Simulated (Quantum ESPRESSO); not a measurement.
## Germanium (Fd-3m): phonon deformation potentials, worked out

Aim: the phonon deformation potentials p and q of Germanium (Fd-3m), tested on a biaxially strained cell.

Program: Quantum ESPRESSO 7.5. Level of theory: DFT LDA, scalar-relativistic, plane waves, PseudoDojo norm-conserving pseudopotentials. Results are calculated unless marked as measured.

## Step 1: The relaxed structure

It takes space group Fd-3m (No. 227, cubic). The conventional cell has a = 5.620 Å, b = 5.620 Å, c = 5.620 Å, α = 90.00°, β = 90.00°, γ = 90.00°. Nearest to Ge lie 4 Ge at 2.43 Å.

As a file:

```
Ge
1.0
    -2.81003    0.00000    2.81003
     0.00000    2.81003    2.81003
    -2.81003    2.81003    0.00000
Ge
2
Direct
  0.50000 0.50000 0.50000
  0.25000 0.25000 0.25000
```

This is the cell after its relaxation at this level of theory, not the database cell from which that began.

## Step 2: Uniaxial strain

The relaxed cell is stretched along z alone. This keeps all atoms on sites fixed by symmetry and splits the threefold mode into a singlet, polarised along z, and a doublet. Cutoff 86 Ry, k mesh 8×8×8 with shifts.

From the response at ε_zz = 0.01:

What it wrote:

```text
[banners, grids, parts of the stress and lines that vanish by symmetry left out]
Program PHONON v.7.5
     Reading xml data from directory:

[...]
Exchange-correlation= PW
                           (   1   4   0   0   0   0   0)
[...]
kinetic-energy cut-off    =      86.0000  Ry
     charge density cut-off    =     344.0000  Ry
     convergence threshold     =      1.0E-18
[...]
Exchange-correlation= PW
                           (   1   4   0   0   0   0   0)
[...]
q = (   0.0000000   0.0000000   0.0000000 )
     17 Sym.Ops. (with q -> -q+G )
     G cutoff =  496.3553  (  32663 G-vectors)     FFT grid: ( 48, 48, 48)
     number of k points=   144
[...]
Mode symmetry, D_4h(4/mmm) point group:
[...]
Representation #   1 mode #   1
[...]
End of self-consistent calculation
     Convergence has been achieved
     Representation #   2 modes #   2   3
[...]
End of self-consistent calculation
     Convergence has been achieved
     Representation #   3 mode #   4
[...]
End of self-consistent calculation
     Convergence has been achieved
     Representation #   4 modes #   5   6
[...]
End of self-consistent calculation
     Convergence has been achieved
[...]
q = (    0.000000000   0.000000000   0.000000000 )
[...]
freq (    1) =       0.055423 [THz] =       1.848701 [cm-1]
     freq (    2) =       0.055423 [THz] =       1.848701 [cm-1]
     freq (    3) =       0.056510 [THz] =       1.884981 [cm-1]
     freq (    4) =       8.728701 [THz] =     291.158140 [cm-1]
     freq (    5) =       8.728701 [THz] =     291.158140 [cm-1]
     freq (    6) =       8.744298 [THz] =     291.678399 [cm-1]
[...]
Mode symmetry, D_4h(4/mmm) point group:
     freq (   1-   1) =          1.8  [cm-1]   --> A_2u X_4' M_4'  I
     freq (   2-   3) =          1.8  [cm-1]   --> E_u  X_5' M_5'  I
     freq (   4-   5) =        291.2  [cm-1]   --> E_g  X_5  M_5   R
     freq (   6-   6) =        291.7  [cm-1]   --> B_2g X_3  M_3   R

   JOB DONE.
```

| ε_zz | singlet (cm⁻¹) | doublet (cm⁻¹) | σ_zz (GPa) | σ_xx (GPa) |
| --- | --- | --- | --- | --- |
| -0.01 | 297.28 | 297.93 | -1.239 | -0.485 |
| -0.005 | 295.93 | 296.23 | -0.611 | -0.233 |
| 0 | 294.54 | 294.54 | 0.008 | 0.008 |
| 0.005 | 293.12 | 292.85 | 0.618 | 0.238 |
| 0.01 | 291.68 | 291.16 | 1.220 | 0.457 |

Stress is counted positive in tension.

## Step 3: The fit

To first order ω² − ω₀² = p ε_zz + q (ε_xx + ε_yy) for the mode along z, and likewise for x and y. With ε_zz alone the singlet gives p and the doublet q.

The linear terms of parabolas through ω² are p = -1.90 ω₀² and q = -2.30 ω₀², with ω₀ = 294.5 cm⁻¹. Those of the stresses are C11 = 123 GPa and C12 = 47 GPa. Under hydrostatic strain p and q imply γ = −(p + 2q)/(6 ω₀²) = 1.08.

A layer held to an in-plane strain ε and free along z takes ε_zz = −2 (C12/C11) ε = -0.766 ε. To first order the singlet then shifts by (q − p C12/C11) ε / ω₀ = -462 ε cm⁻¹. For ε = 0.004, ε_zz = -0.00306, the formulas for ω² predict 292.68 cm⁻¹ for the singlet and 293.10 cm⁻¹ for the doublet.

## Step 4: A biaxially strained cell

This run was no part of the fit.

What it wrote:

```text
[banners, grids, parts of the stress and lines that vanish by symmetry left out]
[banner, memory and clock lines left out]
Program PHONON v.7.5

[...]
Exchange-correlation= PW
                           (   1   4   0   0   0   0   0)
[...]
kinetic-energy cut-off    =      86.0000  Ry
     charge density cut-off    =     344.0000  Ry
     convergence threshold     =      1.0E-18
[...]
Exchange-correlation= PW
                           (   1   4   0   0   0   0   0)
[...]
q = (   0.0000000   0.0000000   0.0000000 )
     17 Sym.Ops. (with q -> -q+G )
     G cutoff =  491.8848  (  32463 G-vectors)     FFT grid: ( 48, 48, 48)
     number of k points=   144
[...]
Mode symmetry, D_4h(4/mmm) point group:
[...]
Representation #   1 mode #   1
[...]
End of self-consistent calculation
     Convergence has been achieved
     Representation #   2 modes #   2   3
[...]
End of self-consistent calculation
     Convergence has been achieved
     Representation #   3 mode #   4
[...]
End of self-consistent calculation
     Convergence has been achieved
     Representation #   4 modes #   5   6
[...]
End of self-consistent calculation
     Convergence has been achieved
[...]
q = (    0.000000000   0.000000000   0.000000000 )
[...]
freq (    1) =       0.062358 [THz] =       2.080023 [cm-1]
     freq (    2) =       0.063150 [THz] =       2.106449 [cm-1]
     freq (    3) =       0.063150 [THz] =       2.106449 [cm-1]
     freq (    4) =       8.774670 [THz] =     292.691470 [cm-1]
     freq (    5) =       8.786413 [THz] =     293.083185 [cm-1]
     freq (    6) =       8.786413 [THz] =     293.083185 [cm-1]
[...]
Mode symmetry, D_4h(4/mmm) point group:
     freq (   1-   1) =          2.1  [cm-1]   --> A_2u X_4' M_4'  I
     freq (   2-   3) =          2.1  [cm-1]   --> E_u  X_5' M_5'  I
     freq (   4-   4) =        292.7  [cm-1]   --> B_2g X_3  M_3   R
     freq (   5-   6) =        293.1  [cm-1]   --> E_g  X_5  M_5   R
```

| mode | predicted (cm⁻¹) | run (cm⁻¹) |
| --- | --- | --- |
| singlet | 292.68 | 292.69 |
| doublet | 293.10 | 293.08 |

The stress along z is 0.009 GPa and that in the plane 0.535 GPa; the unstrained cell carries 0.008 GPa.

## Step 5: Summary of results

| Item | Value |
| --- | --- |
| p (in units of the squared frequency) | -1.902 |
| q (same units) | -2.298 |
| shift of the singlet per unit of biaxial strain | -462 cm⁻¹ |
| C11 and C12 | 123 and 47 GPa |

**Reading.** To first order, one per cent of tensile biaxial strain moves the singlet of Germanium (Fd-3m) by -4.6 cm⁻¹ and the doublet by -3.6 cm⁻¹; the formulas miss the test run by up to 0.02 cm⁻¹. In backscattering from (001) the mode polarised along z is the one seen in diamond and zinc-blende crystals. The third potential, r, needs shear strain and a relaxation of the atoms, which was not run. These are harmonic values at zero temperature.

[Host names and launcher messages were left out of these logs when they were recorded.]

[Logs are printed without paths, hosts, clocks, repeated set-up lines and the standing remarks that a program may print on its own settings, such as how far it seeks lower states.]

[Hosts, paths, dates, database ids (printed as entryN), source tags and the programs' standing remarks are cut or masked in the printed files.]
